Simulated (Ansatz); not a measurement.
# PtSe2 monolayer (1T): the cell at rest

Wanted: the relaxed cell of PtSe2 monolayer (1T).

Method: DFT PBE, scalar-relativistic, plane waves, PAW, in Ansatz 0.2.0.

## Step 1: The structure

The cell holds 3 atoms: 1 Pt and 2 Se. Its edges and angles: a = 3.650 Å, b = 3.650 Å, c = 20.000 Å, α = 90.0°, β = 90.0°, γ = 120.0°. Vacuum lies along c.

## Step 2: Probe on a coarse mesh

A quick single point on a coarse mesh tells whether the cell has a gap and how far it is from rest, which sets the k mesh and smearing that follow.

The program solves this slab on a cell height of its own, 29.9 Å, in place of the one typed.

The input, input.yaml:

```yaml
crystal:
  lattice:
    - [3.65, 0.0, 0.0]
    - [-1.825, 3.16099, 0.0]
    - [0.0, 0.0, 20.0]
  atoms:
    - { symbol: Pt, position: [0.0, 0.0, 0.5] }
    - { symbol: Se, position: [0.333333, 0.666667, 0.57659] }
    - { symbol: Se, position: [0.666667, 0.333333, 0.42341] }
  periodic: [true, true, false]
kpoints:
  mp_grid: { grid: [6, 6, 1] }
hamiltonian:
  xc: pbe
scf:
  occupations: { method: gaussian, width: 0.1 }
output:
  forces: true
  stress: true
  eigenvalues: true
```

The run is started by

```bash
ansatz run input.yaml --threads 8 --pin off --max-ram 14336MiB --backend cpu --events-out ev --progress --plain --runs-dir out
```

Numbers of over 12 decimals in the logs are rounded to 6 here.

What it wrote:

```text
[...]
k-point 1: bands = [... 21 lower, -7.6085, -6.2834, -5.7069, -5.2817, -4.1854, -3.2652, -0.5003 (-0.5006°), 0.0189, ... 1 higher]
  k-point 2: bands = [... 21 lower, -7.8333, -7.1361, -6.1878, -5.9151, -3.9807, -3.3685, -0.7873, 0.6252, ... 1 higher]
  k-point 6: bands = [... 21 lower, -7.9635, -7.4788, -6.3506, -6.3506, -4.0642, -4.0642, -0.4380, 2.0339, ... 1 higher]
  ° read free of the cell's end (the report's vacuum.weakly_bound_levels)
[key lines of the parts left out:]
SCF converged after 7 iterations
Free energy (F): -23462.008394 eV
Fermi energy:    -4.721368 eV
P = ½ c Tr σ = -2.1052 N/m
```

The job ended after 0.96 s (8 threads of Arm Neoverse V1, shared host; peak memory 0.73 GiB).

A gap read on the k-mesh alone can miss the band edges.

This step gave:

```yaml
gap_on_the_k_mesh: 1.013 eV
direct_gap_on_mesh: 1.096 eV
area_per_atom: 3.846 Å²
```

The coarse mesh shows a gap of 1.01 eV.

## Step 3: Coarse relaxation

A rough relaxation comes first, because large forces or stress need no tight tolerances yet.

The program solves this slab on a cell height of its own, 29.9 Å, in place of the one typed.

input.yaml: that of step 2 with these lines changed.

```diff
@@ -20 +20,6 @@
   eigenvalues: true
+relax:
+  adjacent_minimum: "off"
+  f_tol: 0.05
+  max_steps: 80
+  cell: { stress_2d_tol: 0.02 }
```

What it wrote:

```text
[...]
Crystal: 3 atoms, lattice volume = 345.288 Å³
Basis set: ecut = 420 eV, 6653 PW (Γ), exchange–correlation on 50×50×432 points (8 copies of the dense FFT grid, shifted against one another)
Bands: 30, of which v1, the nominal top of the filled ones, is band 25 counted from 1 (24 counted from 0)
Symmetry: 12 space group operations
[...]
F+E_penalty+E_count = -23462.35900109 eV   max|allowed force component| = 1.420e-4 eV/Å   (the final SCF, on the basis selected at the relaxed cell)
  cell:  # Å, volume = 364.5295 Å³
    - [3.750317, 0.0, 0]
    - [-1.875158, 3.247870, 0]
    - [0, 0, 29.927200]
  atoms:
    - { symbol: Pt, position: [0, 0, 0.334144] }
    - { symbol: Se, position: [0.333333, 0.666667, 0.377776] }
    - { symbol: Se, position: [0.666667, 0.333333, 0.290513] }
[key lines of the parts left out:]
SCF converged after 9 iterations
Free energy (F): -23462.359001 eV
Fermi energy:    -4.910117 eV
P = ½ c Tr σ = 0.0010 N/m
```

Elapsed: 6.1 s, on 8 threads; peak memory 0.79 GiB; 42 s of CPU time.

Step by step:

```csv
step,energy less that of the first step (eV),largest force component (eV/Å),volume (Å³)
1,0.0000,1.6665,345.29
2,-0.2978,0.2817,346.18
3,-0.3474,0.0560,360.28
4,-0.3500,0.0097,364.50
5,-0.3500,0.0004,364.53
6*,-0.3506,0.0001,364.53
```

Relaxation steps marked * repeat the geometry before them on a plane-wave basis chosen anew for their cell, so energy and pressure can jump there.

Forces are held to the 12 operations that the run works with; a distortion that breaks them can't arise in this run.

```csv
cell as run,before,after,change
a (Å),3.650,3.750,+2.7 %
b (Å),3.650,3.750,+2.7 %
```

The atoms that moved most (Å, along periodic axes as changes of fractional coordinates times the final cell, across vacuum about the mean position):

```csv
atom,dx,dy,dz,length
Se2,0.000,0.000,-0.226,0.226
Se3,0.000,0.000,0.226,0.226
```

Final coordinates:

```xyz
3
Lattice="3.7503 0.0000 0.0000 -1.8752 3.2479 0.0000 0.0000 0.0000 29.9272" Properties=species:S:1:pos:R:3
Pt    0.0000    0.0000   10.0000
Se    0.0000    2.1652   11.3058
Se    1.8752    1.0826    8.6942
```

This step gave:

```yaml
gap_on_the_k_mesh: 1.671 eV
direct_gap_on_mesh: 1.744 eV
area_per_atom: 4.06 Å²
```

The relaxation ends with a largest force component of 1.4e-4 eV/Å.

## Step 4: Relaxation

The cell and atoms are relaxed, since residual forces and stress would shift the frequencies.

The input, input.yaml:

```yaml
crystal:
  lattice:
    - [3.7503168937, 0.0, 0.0]
    - [-1.8751584468, 3.2478697021, 0.0]
    - [0.0, 0.0, 29.9272]
  atoms:
    - { symbol: Pt, position: [0.0, 0.0, 0.3341441899] }
    - { symbol: Se, position: [0.3333333333, 0.6666666667, 0.3777756928] }
    - { symbol: Se, position: [0.6666666667, 0.3333333333, 0.290512687] }
  periodic: [true, true, false]
kpoints:
  mp_grid: { grid: [9, 9, 1] }
hamiltonian:
  xc: pbe
scf:
  occupations: { method: gaussian, width: 0.02 }
output:
  forces: true
  stress: true
  eigenvalues: true
  write_density: true
  write_potential: true
  elf: true
  volumetric_format: npy
relax:
  adjacent_minimum: "off"
  f_tol: 0.005
  max_steps: 80
  cell: { stress_2d_tol: 0.02 }
```

What it wrote:

```text
[...]
Crystal: 3 atoms, lattice volume = 364.529 Å³
Basis set: ecut = 420 eV, 7157 PW (Γ), exchange–correlation on 54×54×432 points (8 copies of the dense FFT grid, shifted against one another)
Bands: 30, of which v1, the nominal top of the filled ones, is band 25 counted from 1 (24 counted from 0)
Symmetry: 12 space group operations
[...]
k-points: 12 of 81
[...]
SCF iter   1: F=—  HF=-23462.364597 eV  |F-HF|=—  |Δ(HF+E_count)|=         —  Δρ=1.32e-3  dr2=6.91e-3  ethr=1.77e-3  ⟨swp⟩=15.2  Hψ=2347  notcnv=0
[...]
SCF iter   7: F=-23462.359424 eV  HF=-23462.359424 eV  |F-HF|=3.79e-8  |Δ(HF+E_count)|=   2.45e-8  Δρ=1.59e-6  dr2=7.17e-9  ethr=2.00e-10  ⟨swp⟩=24.1  Hψ=3515  notcnv=0
SCF 1 converged in 7 iterations: F = -23462.359424 eV  dr2 = 7.17e-9
[...]
relax step   1: F+E_penalty+E_count = -23462.35942358 eV  Δ(F+E_penalty+E_count) = +0.000e0 eV  max|allowed force component| = 1.262e-2 eV/Å  Δτ_max = 0.0000 Å  P = -0.020 N/m  Ω = 364.529 Å³  fix = [c, alpha, beta]  reactions: c -0.000 N/m  (7 SCF iters, dr2 threshold 1.00e-7 eV, accepted)
Crystal: 3 atoms, lattice volume = 364.063 Å³
Basis set: ecut = 420 eV, 7133 PW (Γ), exchange–correlation on 54×54×432 points (8 copies of the dense FFT grid, shifted against one another)
[...]
SCF iter   6: F=-23462.359452 eV  HF=-23462.359452 eV  |F-HF|=1.07e-9  |Δ(HF+E_count)|=   8.80e-9  Δρ=4.55e-7  dr2=1.22e-9  ethr=1.99e-11  ⟨swp⟩=16.2  Hψ=3074  notcnv=0
SCF 2 converged in 6 iterations: F = -23462.359452 eV  dr2 = 1.22e-9
relax step   2: F+E_penalty+E_count = -23462.35945200 eV  Δ(F+E_penalty+E_count) = -2.842e-5 eV  max|allowed force component| = 1.695e-2 eV/Å  Δτ_max = 0.0040 Å  P = -0.042 N/m  Ω = 364.063 Å³  energy of the carried Pulay correction = +1.585e-5 eV  fix = [c, alpha, beta]  reactions: c -0.000 N/m  (6 SCF iters, dr2 threshold 9.95e-9 eV, accepted)
Crystal: 3 atoms, lattice volume = 364.165 Å³
[...]
SCF iter   5: F=-23462.359474 eV  HF=-23462.359474 eV  |F-HF|=8.37e-10  |Δ(HF+E_count)|=   1.02e-8  Δρ=9.18e-7  dr2=4.69e-9  ethr=3.59e-11  ⟨swp⟩=9.6  Hψ=2516  notcnv=0
SCF 3 converged in 5 iterations: F = -23462.359474 eV  dr2 = 4.69e-9
relax step   3: F+E_penalty+E_count = -23462.35947355 eV  Δ(F+E_penalty+E_count) = -2.155e-5 eV  max|allowed force component| = 1.514e-3 eV/Å  Δτ_max = 0.0017 Å  P = -0.012 N/m  Ω = 364.165 Å³  energy of the carried Pulay correction = +1.239e-5 eV  fix = [c, alpha, beta]  reactions: c -0.000 N/m  (5 SCF iters, dr2 threshold 1.80e-8 eV, accepted)
[...]
SCF iter   1: F=—  HF=-23462.359361 eV  |F-HF|=—  |Δ(HF+E_count)|=         —  Δρ=1.33e-6  dr2=2.48e-9  ethr=4.94e-7  ⟨swp⟩=6.0  Hψ=3706  notcnv=0
eigensolver tolerance schedule: the retry pair's looser diagonalisation over-reported the residual by 99483.47 of it (diagonalisation noise at an unbounded share of the residual, at the tolerance the schedule requests for it); recorded, not acted on — ethr = c·dr2/N_el stays at c = 1.0e-1
SCF iter   2: F=—  HF=-23462.359461 eV  |F-HF|=—  |Δ(HF+E_count)|=   9.94e-5  Δρ=1.36e-6  dr2=7.34e-9  ethr=4.96e-12  ⟨swp⟩=6.8  Hψ=1449  notcnv=0
[...]
SCF iter   7: F=-23462.359461 eV  HF=-23462.359461 eV  |F-HF|=5.82e-11  |Δ(HF+E_count)|=  2.55e-11  Δρ=2.55e-8  dr2=1.87e-12  ethr=1.00e-12  ⟨swp⟩=8.9  Hψ=2128  notcnv=0
SCF 4 converged in 7 iterations: F = -23462.359461 eV  dr2 = 1.87e-12
relax step   4: F+E_penalty+E_count = -23462.35946056 eV  Δ(F+E_penalty+E_count) = +1.299e-5 eV  max|allowed force component| = 1.523e-3 eV/Å  Δτ_max = 0.0000 Å  P = -0.012 N/m  Ω = 364.165 Å³  fix = [c, alpha, beta]  reactions: c -0.000 N/m  stress off target by 1.23e-2 N/m on what of the cell is left free  SCF on the basis re-selected at this cell (its energy is not comparable with the rows above)  (7 SCF iters)
basis re-selected at this cell: Δ(F+E_penalty+E_count) = +1.299e-5 eV, ΔP = +0.000 N/m vs the last step (what re-selecting the basis moved, of the pressure what is left beyond the Pulay correction that the steps carried, after the strain that the cell walked since its last selection, with what the two solves' SCF thresholds leave and, on support functions, any second-order correction that the steps lacked; it is no m [...]
SCF converged after 7 iterations
Free energy (F): -23462.359461 eV
[...]
Internal energy: -23462.359461 eV  (E = F + TS)
E sigma→0 (E₀):  -23462.359461 eV
Fermi energy:    -5.036366 eV
[...]
--- Forces (eV/Å), atoms counted from 1 ---
  atom   1  Pt    -0.00000000     0.00000000     0.00000000
  atom   2  Se    -0.00000000    -0.00000000    -0.00152290
  atom   3  Se     0.00000000     0.00000000     0.00152290
  max |Σ_I F_I| component: 2.31e-18 eV/Å
--- 2D stress c σ (N/m, compression-positive) ---
       -0.012331       0.000000       0.000000
        0.000000      -0.012331       0.000000
        0.000000       0.000000      -0.000000
  P = ½ c Tr σ = -0.0123 N/m
--- Band table (eV; the first three rows and the last of 12) ---
  k-point 0: bands = [... 21 lower, -6.9133, -6.2768, -5.7318, -5.7318, -2.7755, -2.7755, -1.2059 (-1.2060°), -0.4560, ... 1 higher]
  k-point 1: bands = [... 21 lower, -7.3254, -6.0630, -5.7956, -5.7383, -3.5339, -2.9527, -0.7698 (-0.7700°), -0.2487, ... 1 higher]
  k-point 2: bands = [... 21 lower, -7.8213, -6.1106, -5.9639, -5.8517, -4.3406, -3.1581, -0.0611 (-0.0615°), 0.0840, ... 1 higher]
  k-point 11: bands = [... 21 lower, -8.1818, -7.8855, -6.6652, -6.6652, -3.9116, -3.9116, 0.3772, 2.4485, ... 1 higher]
  ° read free of the cell's end (the report's vacuum.weakly_bound_levels)
--- Relaxed structure (3 steps of the walk, 3 accepted, 1 SCFs on fresh bases) ---
[...]
cell:  # Å, volume = 364.1646 Å³
    - [3.748440, -2.8853053492164113e-11, 0]
    - [-1.874220, 3.246244, 0]
    - [0, 0, 29.9272]
  atoms:
    - { symbol: Pt, position: [0, 0, 0.3341441899] }
    - { symbol: Se, position: [0.333333, 0.666667, 0.377852] }
    - { symbol: Se, position: [0.666667, 0.333333, 0.290436] }
```

The job ended after 6.5 s (8 threads; peak memory 0.97 GiB).

Little changed from the start: no atom moved by 0.005 Å and no cell edge by 0.1 %.

This step gave:

| Item | Value |
| --- | --- |
| gap on the k-mesh | 1.391 eV |
| direct gap on mesh | 1.511 eV |
| area per atom | 4.056 Å² |

Electrostatic potential energy in the ac plane at fractional y = 0.000, with atoms of Pt within 0.2 Å of it. With pseudopotentials it is smooth inside the atoms' cores, unlike the true potential.

Values in eV, 24 rows by 14 columns, each cell a mean:
```
  0   0   0   0   0   0   0   0   0   0   0   0   0   0
  0   0   0   0   0   0   0   0   0   0   0   0   0   0
  0   0   0   0   0   0   0   0   0   0   0   0   0   0
  0   0   0   0   0   0   0   0   0   0   0   0   0   0
  0   0   0   0   0   0   0   0   0   0   0   0   0   0
  0   0   0   0   0   0   0   0   0   0   0   0   0   0
  0   0   0   0   0   0   0   0   0   0   0   0   0   0
  0   0   0   0   0   0   0   0   0   0   0   0   0   0
  0   0   0   0   0   0   0   0   0   0   0   0   0   0
  0   0   0   0   0   0   0   0   0   0   0   0   0   0
  0   0   0   0   0   0   0   0   0   0   0   0   0   0
  0   0   0   0   0   0   0   0   0   0   0   0   0   0
  0   0   0   0   0   0   0   0   0   0   0   0   0   0
  0   0   0   0   0   0  -1  -1  -1   0   0   0   0   0
 -2  -2  -2  -2  -3  -5  -6  -7  -6  -4  -3  -2  -2  -2
-15 -15 -14 -12  -8  -5  -5  -5  -5  -6 -10 -13 -14 -15
-13 -13 -12 -10  -7  -6  -6  -6  -6  -6  -8 -11 -12 -13
 -1  -1  -1  -2  -2  -3  -5  -5  -4  -3  -2  -1  -1  -1
  0   0   0   0   0   0   0   0   0   0   0   0   0   0
  0   0   0   0   0   0   0   0   0   0   0   0   0   0
  0   0   0   0   0   0   0   0   0   0   0   0   0   0
  0   0   0   0   0   0   0   0   0   0   0   0   0   0
  0   0   0   0   0   0   0   0   0   0   0   0   0   0
  0   0   0   0   0   0   0   0   0   0   0   0   0   0
```
Columns run along a (3.7 Å; values clipped at the 3rd and 97th percentile), rows up along c (29.9 Å). Atoms in or near the plane, at fractional coordinates: Pt at (0.00, 0.33).

Valence density in the ac plane at fractional y = 0.000, with atoms of Pt within 0.2 Å of it. It is the smooth field of the valence electrons, not physical close to the nuclei.

Values in units of 1e0 e/Å³, 24 rows by 14 columns, each cell a mean:
```
0.0 0.0 0.0 0.0 0.0 0.0 0.0 0.0 0.0 0.0 0.0 0.0 0.0 0.0
0.0 0.0 0.0 0.0 0.0 0.0 0.0 0.0 0.0 0.0 0.0 0.0 0.0 0.0
0.0 0.0 0.0 0.0 0.0 0.0 0.0 0.0 0.0 0.0 0.0 0.0 0.0 0.0
0.0 0.0 0.0 0.0 0.0 0.0 0.0 0.0 0.0 0.0 0.0 0.0 0.0 0.0
0.0 0.0 0.0 0.0 0.0 0.0 0.0 0.0 0.0 0.0 0.0 0.0 0.0 0.0
0.0 0.0 0.0 0.0 0.0 0.0 0.0 0.0 0.0 0.0 0.0 0.0 0.0 0.0
0.0 0.0 0.0 0.0 0.0 0.0 0.0 0.0 0.0 0.0 0.0 0.0 0.0 0.0
0.0 0.0 0.0 0.0 0.0 0.0 0.0 0.0 0.0 0.0 0.0 0.0 0.0 0.0
0.0 0.0 0.0 0.0 0.0 0.0 0.0 0.0 0.0 0.0 0.0 0.0 0.0 0.0
0.0 0.0 0.0 0.0 0.0 0.0 0.0 0.0 0.0 0.0 0.0 0.0 0.0 0.0
0.0 0.0 0.0 0.0 0.0 0.0 0.0 0.0 0.0 0.0 0.0 0.0 0.0 0.0
0.0 0.0 0.0 0.0 0.0 0.0 0.0 0.0 0.0 0.0 0.0 0.0 0.0 0.0
0.0 0.0 0.0 0.0 0.0 0.0 0.0 0.0 0.0 0.0 0.0 0.0 0.0 0.0
0.0 0.0 0.0 0.0 0.0 0.0 0.0 0.0 0.0 0.0 0.0 0.0 0.0 0.0
0.1 0.1 0.1 0.1 0.2 0.2 0.2 0.3 0.2 0.2 0.1 0.1 0.1 0.1
6.6 5.4 3.0 1.0 0.5 0.3 0.2 0.2 0.3 0.3 0.5 1.5 3.6 5.8
4.4 3.4 1.9 0.7 0.4 0.3 0.3 0.3 0.3 0.3 0.4 1.0 2.3 3.7
0.1 0.1 0.1 0.1 0.1 0.1 0.2 0.2 0.2 0.1 0.1 0.1 0.1 0.1
0.0 0.0 0.0 0.0 0.0 0.0 0.0 0.0 0.0 0.0 0.0 0.0 0.0 0.0
0.0 0.0 0.0 0.0 0.0 0.0 0.0 0.0 0.0 0.0 0.0 0.0 0.0 0.0
0.0 0.0 0.0 0.0 0.0 0.0 0.0 0.0 0.0 0.0 0.0 0.0 0.0 0.0
0.0 0.0 0.0 0.0 0.0 0.0 0.0 0.0 0.0 0.0 0.0 0.0 0.0 0.0
0.0 0.0 0.0 0.0 0.0 0.0 0.0 0.0 0.0 0.0 0.0 0.0 0.0 0.0
0.0 0.0 0.0 0.0 0.0 0.0 0.0 0.0 0.0 0.0 0.0 0.0 0.0 0.0
```
Columns run along a (3.7 Å), rows up along c (29.9 Å). Atoms in or near the plane, at fractional coordinates: Pt at (0.00, 0.33).

ELF in the ac plane at fractional y = 0.000, with atoms of Pt within 0.2 Å of it. It is the smooth field of the valence electrons, not physical close to the nuclei.

Values, 24 rows by 14 columns, each cell a mean:
```
0.00 0.00 0.00 0.00 0.00 0.00 0.00 0.00 0.00 0.00 0.00 0.00 0.00 0.00
0.00 0.00 0.00 0.00 0.00 0.00 0.00 0.00 0.00 0.00 0.00 0.00 0.00 0.00
0.00 0.00 0.00 0.00 0.00 0.00 0.00 0.00 0.00 0.00 0.00 0.00 0.00 0.00
0.00 0.00 0.00 0.00 0.00 0.00 0.00 0.00 0.00 0.00 0.00 0.00 0.00 0.00
0.00 0.00 0.00 0.00 0.00 0.00 0.00 0.00 0.00 0.00 0.00 0.00 0.00 0.00
0.00 0.00 0.00 0.00 0.00 0.00 0.00 0.00 0.00 0.00 0.00 0.00 0.00 0.00
0.00 0.00 0.00 0.00 0.00 0.00 0.00 0.00 0.00 0.00 0.00 0.00 0.00 0.00
0.00 0.00 0.00 0.00 0.00 0.00 0.00 0.00 0.00 0.00 0.00 0.00 0.00 0.00
0.00 0.00 0.00 0.00 0.00 0.00 0.00 0.00 0.00 0.00 0.00 0.00 0.00 0.00
0.00 0.00 0.00 0.00 0.00 0.00 0.00 0.00 0.00 0.00 0.00 0.00 0.00 0.00
0.00 0.00 0.00 0.00 0.00 0.00 0.00 0.00 0.00 0.00 0.00 0.00 0.00 0.00
0.00 0.00 0.00 0.00 0.00 0.00 0.00 0.00 0.00 0.00 0.00 0.00 0.00 0.00
0.00 0.00 0.00 0.00 0.01 0.01 0.02 0.02 0.02 0.01 0.00 0.00 0.00 0.00
0.01 0.01 0.02 0.05 0.12 0.22 0.31 0.33 0.29 0.19 0.10 0.03 0.01 0.01
0.15 0.14 0.16 0.25 0.42 0.57 0.64 0.65 0.63 0.54 0.38 0.21 0.15 0.14
0.61 0.57 0.47 0.35 0.33 0.35 0.35 0.34 0.35 0.35 0.33 0.38 0.50 0.58
0.54 0.49 0.39 0.33 0.36 0.43 0.44 0.43 0.44 0.41 0.35 0.34 0.42 0.50
0.09 0.09 0.11 0.21 0.37 0.54 0.63 0.65 0.61 0.50 0.33 0.17 0.10 0.09
0.00 0.00 0.01 0.03 0.07 0.14 0.21 0.23 0.19 0.12 0.06 0.02 0.01 0.00
0.00 0.00 0.00 0.00 0.00 0.01 0.01 0.01 0.01 0.00 0.00 0.00 0.00 0.00
0.00 0.00 0.00 0.00 0.00 0.00 0.00 0.00 0.00 0.00 0.00 0.00 0.00 0.00
0.00 0.00 0.00 0.00 0.00 0.00 0.00 0.00 0.00 0.00 0.00 0.00 0.00 0.00
0.00 0.00 0.00 0.00 0.00 0.00 0.00 0.00 0.00 0.00 0.00 0.00 0.00 0.00
0.00 0.00 0.00 0.00 0.00 0.00 0.00 0.00 0.00 0.00 0.00 0.00 0.00 0.00
```
Columns run along a (3.7 Å), rows up along c (29.9 Å). Atoms in or near the plane, at fractional coordinates: Pt at (0.00, 0.33).

(Part 1 of 2 ends here.)

[Logs are printed without paths, hosts, clocks, repeated set-up lines and the standing remarks that a program may print on its own settings, such as how far it seeks lower states.]

[Hosts, paths, dates, database ids (printed as entryN), source tags and the programs' standing remarks are cut or masked in the printed files.]
